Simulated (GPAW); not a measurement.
# A 7-layer slab of K(110) in an electric field, part 2 of 2

Wanted: the out-of-plane polarisability of a 7-layer slab of K(110).

GPAW 26.7.0; GPAW, PAW setups; slab in vacuum, relaxation (the session's first sound run).

So far. Step 8 (In a field): The dipole is now 0.296 e Å, against 6.0e-5 in the run without a field. Step 9 (Field on): The dipole is now 0.593 e Å, against 6.0e-5 in the run without a field.

### Step 10. Field on

Input file run.py:

```python
import json
import numpy as np
from ase import Atoms
from gpaw import GPAW, PW
from gpaw.external import ConstantElectricField

slab = Atoms(
    ['K', 'K', 'K', 'K', 'K', 'K', 'K'],
    positions=[
        [0.00000, 0.00000, 7.00000],
        [3.69817, 0.00000, 10.69817],
        [0.00000, 0.00000, 14.39634],
        [3.69817, 0.00000, 18.09451],
        [0.00000, 0.00000, 21.79267],
        [3.69817, 0.00000, 25.49084],
        [0.00000, 0.00000, 29.18901]],
    cell=[[3.69817, -2.615, 0.0], [3.69817, 2.615, 0.0], [0.0, 0.0, 36.18901]],
    pbc=[True, True, False])

slab.calc = GPAW(mode=PW(400), xc='PBE', kpts={'size': (8, 8, 1), 'gamma': True},
                 occupations={'name': 'fermi-dirac', 'width': 0.1}, nbands='160%',
                 convergence={'density': 1e-05}, maxiter=200,
                 poissonsolver={'dipolelayer': 'xy'},
                 external=ConstantElectricField(0.3, [0, 0, 1]),
                 symmetry={'tolerance': 1e-3}, txt='slab.txt')
result = {}
energy = slab.get_potential_energy()
fermi = slab.calc.get_fermi_level()
v = slab.calc.get_electrostatic_potential().mean((0, 1)) - fermi
n = slab.calc.get_pseudo_density().mean((0, 1))
L = slab.cell[2, 2]
z = np.arange(len(v)) * L / len(v)
low, high = slab.positions[:, 2].min(), slab.positions[:, 2].max()
below, above = np.interp([low - 4.8, high + 4.8], z, v)
slopes = [np.interp(x, z, np.gradient(v, z)) for x in (low - 4.8, high + 4.8)]
eps = np.array([[slab.calc.get_eigenvalues(k, s) for k in range(len(slab.calc.get_ibz_k_points()))]
                for s in range(slab.calc.get_number_of_spins())]) - fermi
top, bottom = eps[eps < 0].max(), eps[eps > 0].min()
dipole = slab.get_dipole_moment()[2]
print(f'energy {energy:.4f} eV, Fermi level {fermi:.4f} eV, dipole {dipole:.5f} e A')
print(f'potential 4.8 A off the faces, from the Fermi level: lower {below:.4f} eV, upper {above:.4f} eV')
print(f'slope of the potential there: lower {slopes[0]:.5f}, upper {slopes[1]:.5f} eV/A')
print(f'nearest levels on the mesh: {top:.4f} and {bottom:.4f} eV')
print('magnetic moment', round(slab.get_magnetic_moment(), 3))
result.update(energy=energy, fermi=fermi, dipole=dipole, below=below, above=above, slopes=slopes, edges=[top, bottom],
              z=z.tolist(), v=v.tolist(), n=n.tolist(), positions=slab.positions.tolist(),
              forces=slab.get_forces(apply_constraint=False).tolist(), moments=slab.get_magnetic_moments().tolist())
json.dump(result, open('result.json', 'w'))
```

Launch:

```
OMP_NUM_THREADS=1 OPENBLAS_NUM_THREADS=1 python run.py
```

Wall time 14 min (1 thread of Intel Xeon Platinum 8259CL at 2.50GHz (Skylake/Cascade Lake), shared host); peak memory 0.74 GiB.

Table of electrostatic potential energy of an electron (without an applied field's), less the Fermi level, planar mean by z:

z (Å), electrostatic potential energy of an electron (without an applied field's), less the Fermi level, planar mean (eV) and a bar from the least value:
```
        0        2.5 ######################
        1        6.6 ##############################
        2        6.6 ##############################
        3        6.6 ##############################
        4        6.4 ##############################
        5        5.8 #############################
        6        3.9 #########################
        7       -4.4 ##########
        8        3.6 ########################
        9        4.5 ##########################
       10        1.4 #####################
       11       -3.2 ############
       12        3.2 ########################
       13        3.0 #######################
       14       -2.9 #############
       15       -0.9 ################
       16        2.3 ######################
       17        1.2 ####################
       18       -7.3 #####
       19       -0.1 ##################
       20        1.2 ####################
       21       -1.2 ################
       22       -7.6 ####
       23       -0.3 #################
       24       -0.2 ##################
       25       -5.0 #########
       26       -5.1 #########
       27       -1.0 ################
       28       -1.8 ###############
       29       -9.9 
       30       -4.2 ##########
       31       -2.2 ##############
       32       -1.8 ###############
       33       -1.7 ###############
       34       -1.7 ###############
       35       -1.7 ###############
       36        0.2 ##################
```

The dipole is now 0.891 e Å, against 6.0e-5 in the run without a field.

### Step 11. The series

The members are put on one axis.

This step: induced dipole against applied field (GPAW 26.7.0).

Table of dipole along the normal by field:

| field (V/Å) | dipole along the normal (e·Å) |
| --- | --- |
| -0.200 | -0.593 |
| -0.100 | -0.296 |
| -0.050 | -0.148 |
| 0.000 | 6.0e-5 |
| 0.050 | 0.148 |
| 0.100 | 0.296 |
| 0.200 | 0.593 |
| 0.300 | 0.891 |

### Step 12. A changed run

One more run, with changed settings.

This step: GPAW, PAW setups; slab in vacuum (GPAW 26.7.0).

Edit run.py of step 10 so:

```diff
@@ -4,3 +4,2 @@
 from gpaw import GPAW, PW
-from gpaw.external import ConstantElectricField
 
@@ -19,7 +18,6 @@
 
-slab.calc = GPAW(mode=PW(400), xc='PBE', kpts={'size': (8, 8, 1), 'gamma': True},
+slab.calc = GPAW(mode=PW(400), xc='PBE', kpts={'size': (1, 1, 1), 'gamma': True},
                  occupations={'name': 'fermi-dirac', 'width': 0.1}, nbands='160%',
-                 convergence={'density': 1e-05}, maxiter=200,
+                 convergence={'density': 1e-05}, maxiter=50,
                  poissonsolver={'dipolelayer': 'xy'},
-                 external=ConstantElectricField(0.3, [0, 0, 1]),
                  symmetry={'tolerance': 1e-3}, txt='slab.txt')
```

Run time: 23 s. Hardware: 1 thread; peak memory 0.26 GiB.

The run finished. A setting was moved off its sound value on purpose, so it serves as a test and not as the result.

The fault put into the input: one k-point (kpts = [1, 1]).

The two runs compared:

| quantity | this run | sound run | difference |
| --- | --- | --- | --- |
| upper work function (eV) | 3.3720 | 2.3862 | 0.986 |
| lower work function (eV) | 3.3723 | 2.3865 | 0.986 |

One result that differs is the upper work function, 3.37 eV against 2.39 eV.

### Step 13. Outcome

```
work function, both faces                      : 2.39 eV
dipole along the normal                        : 6.0e-5 e Å, near the numerical noise
induced dipole per field                       : 2.97 e Å per V/Å
out-of-plane polarisability per area, α/(ε0 A) : 27.8 Å
```

What this shows: The field induces 2.97 e Å per V/Å, a polarisable thickness α/(ε0 A) of 27.8 Å beside 22.2 Å between the outermost nuclei. A perfect conductor would give the distance between its two image planes; a dielectric of thickness t gives t(1 - 1/ε). The measured value for polycrystalline K, which weights the faces of low work function, is 2.29 eV (as compiled in "Anisotropic work function of elemental crystals", 2019, arxiv:1902.07811); the relaxed upper face lies 0.096 eV over it with PBE. Measured work functions scatter by a tenth of an eV or more between methods. The induced dipole is linear in the field over this range. The in-plane lattice was kept as typed, which isn't the functional's own and leaves some strain; spin-orbit coupling and temperature are left out.

[Logs are printed without paths, hosts, clocks, repeated set-up lines and the standing remarks that a program may print on its own settings, such as how far it seeks lower states.]

[Hosts, paths, dates, database ids (printed as entryN), source tags and the programs' standing remarks are cut or masked in the printed files.]
